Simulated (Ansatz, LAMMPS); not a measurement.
# Relaxing a frame of liquid (Cs,Li)(Br,Cl) from 1000 K (118 atoms)

Wanted: the relaxed structure of a frame of liquid (Cs,Li)(Br,Cl) from 1000 K (118 atoms) and its electronic structure.

Main program and level: Ansatz 0.2.0; Kohn-Sham DFT, RPBE, PAW (set soft_2), plane waves.

## 1. The starting structure

The cell holds 118 atoms: 20 Cs, 39 Li, 41 Br and 18 Cl. Cell: a = 16.350 Å, b = 16.350 Å, c = 16.350 Å, α = 90.0°, β = 90.0°, γ = 90.0°. 118 atoms (20 Cs, 39 Li, 41 Br, 18 Cl) placed at random at 2.6 g/cm³, melted at 1800 K for 10 ps at fixed volume with the Lennard-Jones and Coulomb ion parameters for SPC/E (Joung and Cheatham, J. Phys. Chem. B 112, 9020 (2008)), full charges. Snapshot at the end of a hold of 20 ps at 1000 K and fixed volume.

Limits known from the start: The starting topology of bonds comes from the classical model. The ion parameters were fitted for water, not for melts, so the starting structure of this cell may lie well off the real melt's. The Brillouin zone is sampled at Γ only, in a cell whose shortest periodic width is 16 Å. No spin–orbit coupling is included, so levels derived from the heavy atoms are approximate.

## 2. Single point at the start

The forces at the start show how far the geometry lies from a minimum of this functional.

input.yaml

```yaml
crystal:
  lattice:
    - [16.3496, 0.0, 0.0]
    - [0.0, 16.3496, 0.0]
    - [0.0, 0.0, 16.3496]
  atoms:
    - { symbol: Cs, position: [0.60844, 0.63073, 0.84569] }
    - { symbol: Cs, position: [0.21994, 0.99421, 0.49274] }
    - { symbol: Cs, position: [0.538, 0.37737, 0.52673] }
    - { symbol: Cs, position: [0.68105, 0.17515, 0.06822] }
    [... 108 atom lines left out ...]
    - { symbol: Cl, position: [0.54884, 0.5578, 0.00636] }
    - { symbol: Cl, position: [0.50969, 0.77553, 0.9779] }
    - { symbol: Cl, position: [0.8259, 0.49091, 0.3792] }
    - { symbol: Cl, position: [0.01926, 0.49478, 0.76739] }
    - { symbol: Cl, position: [0.69212, 0.13553, 0.83336] }
    - { symbol: Cl, position: [0.12423, 0.88266, 0.05034] }
kpoints:
  mp_grid: { grid: [1, 1, 1] }
hamiltonian:
  xc: rpbe
scf:
  occupations: { method: fixed }
output:
  forces: true
  stress: true
  populations: intrinsic
  dos:
    method: { smearing: { sigma: 0.1 } }
    de: 0.1
    projected: { site_lists: { Br: [Br], Cl: [Cl], Cs: [Cs], Li: [Li] } }
  eigenvalues: true
```

On the command line:

```sh
$ ansatz run input.yaml --threads 4 --pin off --max-ram 8192MiB --backend cpu --events-out ev --progress --plain --runs-dir out
```

It took 79 s on 4 threads of Arm Neoverse V2, shared host; peak memory 5.6 GiB.

Read from the output:

```
free energy                                      : -255674.8484 eV
free energy per atom                             : -2166.7360 eV/atom
SCF cycles                                       : 7
pressure                                         : 0.7552 GPa
r.m.s. force component                           : 0.3237 eV/Å
longest force                                    : 1.504 eV/Å
Fermi energy                                     : 0.7999 eV
gap (highest filled to lowest empty level) : 3.467 eV
```

The r.m.s. force component of 0.32 eV/Å and the pressure of 0.76 GPa set the starting point.

Length of the force by element:

| element | coordination | atoms | mean length of the force (eV/Å) | spread | least | most |
| --- | --- | --- | --- | --- | --- | --- |
| Br | all | 41 | 0.556 | 0.270 | 0.144 | 1.39 |
| Cl | all | 18 | 0.454 | 0.188 | 0.160 | 0.759 |
| Cs | all | 20 | 0.617 | 0.273 | 0.183 | 1.50 |
| Li | all | 39 | 0.429 | 0.141 | 0.154 | 0.694 |

## 3. Relaxation

The atoms are relaxed in the fixed cell, aiming at the force tolerance of the input.

input.yaml, the sections that differ from step 2:

```yaml
output:
  forces: true
relax:
  f_tol: 0.05
  max_steps: 88
# crystal, kpoints, hamiltonian, scf: as in step 2
```

Run time: 20 min. Hardware: 4 threads; peak memory 5 GiB.

The steps of the relaxation (22 of 39):

| step | energy less that of the first step (eV) | largest force component (eV/Å) |
| --- | --- | --- |
| 1 | 0.0000 | 1.4237 |
| 3 | -6.9041 | 0.3300 |
| 5 | -9.2363 | 0.1458 |
| 6 | -9.7983 | 0.1002 |
| 8 | -10.4640 | 0.1922 |
| 10 | -10.8011 | 0.0781 |
| 12 | -11.0015 | 0.2826 |
| 14 | -11.2550 | 0.0811 |
| 15 | -11.3475 | 0.2011 |
| 17 | -11.5250 | 0.0940 |
| 19 | -11.6776 | 0.0655 |
| 21 | -11.8158 | 0.0649 |
| 23 | -11.9205 | 0.0991 |
| 25 | -11.9740 | 0.0469 |
| 26 | -11.9806 | 0.1541 |
| 28 | -12.0435 | 0.0765 |
| 30 | -12.1207 | 0.0616 |
| 32 | -12.1931 | 0.0704 |
| 34 | -12.2581 | 0.0634 |
| 35 | -12.2779 | 0.0416 |
| 37 | -12.2838 | 0.0515 |
| 39 | -12.2886 | 0.0366 |

The atoms that moved most (Å):

| atom | dx | dy | dz | length |
| --- | --- | --- | --- | --- |
| Li54 | -0.614 | 2.639 | -1.404 | 3.051 |
| Br89 | -0.883 | -1.972 | -0.242 | 2.174 |
| Br95 | -1.551 | -1.140 | 0.132 | 1.929 |
| Br82 | -0.497 | 1.601 | -0.545 | 1.762 |
| Li28 | -0.392 | -1.504 | -0.745 | 1.724 |
| Br73 | -0.827 | -1.339 | -0.258 | 1.595 |
| Li56 | -1.182 | -0.207 | 1.014 | 1.571 |
| Br79 | 0.165 | -1.438 | -0.289 | 1.476 |

The relaxation changed the energy by -104 meV/atom, and atoms moved by 0.98 Å r.m.s., 3.1 Å at most.

## 4. Structure statistics after relaxation

Density 2.6 g/cm³, 37.04 Å³ an atom.

Pair distribution functions g(r), in bins of 0.2 Å:

| r (Å) | total | Br-Br | Br-Li | Br-Cs | Br-Cl | Li-Li | Li-Cs |
| --- | --- | --- | --- | --- | --- | --- | --- |
| 2.20 | 0.24 | 0.00 | 0.00 | 0.00 | 0.00 | 0.00 | 0.00 |
| 2.40 | 2.37 | 0.00 | 3.61 | 0.00 | 0.00 | 0.00 | 0.00 |
| 2.60 | 2.52 | 0.00 | 10.29 | 0.00 | 0.00 | 0.00 | 0.00 |
| 2.80 | 0.59 | 0.00 | 2.43 | 0.00 | 0.00 | 0.00 | 0.00 |
| 3.00 | 0.06 | 0.00 | 0.00 | 0.00 | 0.00 | 0.25 | 0.00 |
| 3.20 | 0.27 | 0.00 | 0.00 | 0.00 | 0.00 | 2.50 | 0.00 |
| 3.40 | 0.32 | 0.00 | 0.00 | 0.53 | 0.00 | 0.77 | 0.00 |
| 3.60 | 1.25 | 0.00 | 0.00 | 5.20 | 0.53 | 1.43 | 0.00 |
| 3.80 | 1.05 | 0.56 | 0.00 | 3.96 | 1.30 | 1.25 | 0.60 |
| 4.00 | 1.57 | 2.83 | 0.20 | 2.41 | 2.93 | 1.72 | 1.39 |
| 4.20 | 1.58 | 3.18 | 0.36 | 0.98 | 3.20 | 1.40 | 2.91 |
| 4.40 | 1.48 | 3.31 | 0.56 | 0.43 | 1.59 | 2.35 | 3.22 |
| 4.60 | 1.02 | 1.56 | 0.72 | 0.80 | 1.00 | 1.40 | 1.70 |
| 4.80 | 0.86 | 0.90 | 0.62 | 0.64 | 0.73 | 1.09 | 1.75 |
| 5.00 | 0.99 | 0.66 | 1.08 | 0.76 | 0.66 | 0.54 | 1.60 |
| 5.20 | 0.94 | 0.53 | 1.13 | 0.54 | 0.35 | 0.93 | 1.06 |
| 5.40 | 0.92 | 0.85 | 1.11 | 0.44 | 0.80 | 0.78 | 1.00 |
| 5.60 | 0.77 | 0.66 | 1.32 | 0.47 | 0.45 | 0.36 | 0.49 |
| 5.80 | 0.79 | 0.62 | 0.96 | 0.88 | 0.77 | 0.21 | 0.99 |
| 6.00 | 0.80 | 0.29 | 1.12 | 0.65 | 0.78 | 0.63 | 1.06 |
| 6.20 | 0.95 | 0.75 | 1.39 | 0.77 | 0.37 | 0.59 | 0.69 |
| 6.40 | 1.06 | 0.66 | 1.78 | 0.67 | 1.04 | 0.73 | 0.65 |
| 6.60 | 1.11 | 0.91 | 1.15 | 1.96 | 1.03 | 0.84 | 0.76 |
| 6.80 | 1.01 | 1.02 | 1.20 | 1.46 | 1.23 | 0.83 | 0.73 |
| 7.00 | 1.04 | 1.48 | 0.75 | 1.09 | 1.30 | 1.13 | 0.91 |
| 7.20 | 1.16 | 1.03 | 0.96 | 0.94 | 1.81 | 1.62 | 0.78 |
| 7.40 | 0.92 | 1.17 | 0.70 | 0.89 | 1.11 | 1.29 | 0.57 |
| 7.60 | 1.05 | 0.97 | 0.88 | 1.14 | 1.27 | 1.19 | 1.23 |

## 5. Single point at the relaxed geometry

One more single point at the end of the walk gives the fuller output and checks the residual forces.

input.yaml

```yaml
crystal:
  lattice:
    - [16.3496, 0.0, 0.0]
    - [0.0, 16.3496, 0.0]
    - [0.0, 0.0, 16.3496]
  atoms:
    - { symbol: Cs, position: [0.6169, 0.62115, 0.84006] }
    - { symbol: Cs, position: [0.21164, 0.06401, 0.47151] }
    - { symbol: Cs, position: [0.57277, 0.33978, 0.52674] }
    - { symbol: Cs, position: [0.70994, 0.16529, 0.11303] }
    [... 108 atom lines left out ...]
    - { symbol: Cl, position: [0.53515, 0.56866, 0.03191] }
    - { symbol: Cl, position: [0.53832, 0.78526, 0.95727] }
    - { symbol: Cl, position: [0.81675, 0.48519, 0.35064] }
    - { symbol: Cl, position: [0.02885, 0.50113, 0.72644] }
    - { symbol: Cl, position: [0.70766, 0.13087, 0.89571] }
    - { symbol: Cl, position: [0.09308, 0.8893, 0.09869] }
kpoints:
  mp_grid: { grid: [1, 1, 1] }
hamiltonian:
  xc: rpbe
scf:
  occupations: { method: fixed }
output:
  forces: true
  stress: true
  populations: true
  dos:
    method: { smearing: { sigma: 0.15 } }
    de: 0.1
    projected: { site_lists: { Br: [Br], Cl: [Cl], Cs: [Cs], Li: [Li] } }
  eigenvalues: true
  write_density: true
  write_potential: true
  volumetric_format: npy
```

The job ended after 80 s (4 threads; peak memory 5.6 GiB).

The program notes that the exchange-correlation potential is rough where the density is thin.

Read from the output:

- free energy: -255687.1370 eV
- free energy per atom: -2166.8401 eV/atom
- SCF cycles: 7
- pressure: 0.4045 GPa
- r.m.s. force component: 0.0117 eV/Å
- longest force: 0.04906 eV/Å
- Fermi energy: 0.352 eV
- gap (highest filled to lowest empty level): 4.027 eV
- spilling of the projection: 0.004821

Löwdin charges by element (they lack the spilled electrons, 0.029 e an atom on average):

| element | coordination | atoms | mean charge (e) | spread | least | most |
| --- | --- | --- | --- | --- | --- | --- |
| Br | all | 41 | -0.641 | 0.0276 | -0.723 | -0.588 |
| Cl | all | 18 | -0.699 | 0.0132 | -0.716 | -0.678 |
| Cs | all | 20 | 0.810 | 0.0112 | 0.790 | 0.834 |
| Li | all | 39 | 0.669 | 0.0214 | 0.633 | 0.711 |

Density of states as counts of states in windows of 1 eV (from the Fermi level), total and the larger projections:

| from (eV) | to (eV) | total | Br p | Cs p | Cl p | Br s | Cl s |
| --- | --- | --- | --- | --- | --- | --- | --- |
| -18 | -14 | 0.0 | 0.0 | 0.0 | 0.0 | 0.0 | 0.0 |
| -14 | -13 | 42.9 | 0.0 | 0.0 | 0.0 | 15.9 | 23.6 |
| -13 | -12 | 74.7 | 0.0 | 0.2 | 0.0 | 59.9 | 10.3 |
| -12 | -11 | 0.4 | 0.0 | 0.0 | 0.0 | 0.3 | 0.0 |
| -11 | -8 | 0.0 | 0.0 | 0.0 | 0.0 | 0.0 | 0.0 |
| -8 | -7 | 41.3 | 0.3 | 40.6 | 0.1 | 0.1 | 0.0 |
| -7 | -6 | 78.7 | 0.6 | 77.3 | 0.3 | 0.2 | 0.1 |
| -6 | -3 | 0.0 | 0.0 | 0.0 | 0.0 | 0.0 | 0.0 |
| -3 | -2 | 42.3 | 14.9 | 0.1 | 23.6 | 0.1 | 0.1 |
| -2 | -1 | 165.2 | 95.0 | 0.7 | 62.3 | 0.3 | 0.1 |
| -1 | 0 | 145.1 | 123.9 | 0.7 | 17.9 | 0.1 | 0.0 |
| 0 | 1 | 1.4 | 1.3 | 0.0 | 0.0 | 0.0 | 0.0 |
| 1 | 3 | 0.0 | 0.0 | 0.0 | 0.0 | 0.0 | 0.0 |
| 3 | 4 | 0.7 | 0.0 | 0.0 | 0.0 | 0.1 | 0.0 |
| 4 | 5 | 8.9 | 0.3 | 0.0 | 0.1 | 0.6 | 0.2 |

With fixed occupations the program's Fermi level is the highest filled level; weight inside the gap is the broadening of levels at its edges.

Between -26 and -18 eV lie 40 more states.

The stored curve holds about 632 of the 710 electrons; the rest, give or take the few that broadening carries across the Fermi level, lie in deeper levels below its range.

The levels nearest the highest filled one (over half full), pooled over k-points and spins:

| level less the highest filled one (eV) | occupation |
| --- | --- |
| -0.263 | 2 |
| -0.236 | 2 |
| -0.229 | 2 |
| -0.203 | 2 |
| -0.192 | 2 |
| 0 | 2 |
| 4.03 | 0 |
| 4.67 | 0 |
| 4.78 | 0 |
| 4.80 | 0 |
| 5.02 | 0 |
| 5.03 | 0 |

Mean Löwdin charges: Br -0.64, Cl -0.70, Cs +0.81, Li +0.67 e (they miss 0.48 % of the electrons, so they add up to more than the cell's charge).

## 6. Summary of results

```yaml
energy_change_in_the_relaxation: -104.1 meV/atom
r_m_s_displacement: 0.977 Å
largest_displacement: 3.051 Å
free_energy_per_atom: -2166.8401 eV/atom
pressure: 0.4045 GPa
r_m_s_force_component: 0.0117 eV/Å
spacing_of_highest_filled_and_lowest_empty_level: 4.027 eV
wall_time_of_the_3_dft_runs: 23 min
```

What this shows: Relaxation lowers the energy by 104 meV/atom and moves atoms by 0.98 Å r.m.s.; the r.m.s. force component goes from 0.32 to 0.012 eV/Å, the pressure goes from 0.76 to 0.40 GPa, and the gap from 3.47 to 4.03 eV. First to last step the energy falls by 12.289 eV; the largest move, 3.05 Å, is that of Li54. Between filled and empty levels lie 4.03 eV (at Γ alone); a semilocal functional tends to put such gaps too low. In a disordered cell it changes from sample to sample and from frame to frame.

What to keep in mind: The network of bonds at the start is that of the classical potential that made the cell; in DFT atoms moved by 0.98 Å r.m.s.

[Logs are printed without paths, hosts, clocks, repeated set-up lines and the standing remarks that a program may print on its own settings, such as how far it seeks lower states.]

[Hosts, paths, dates, database ids (printed as entryN), source tags and the programs' standing remarks are cut or masked in the printed files.]
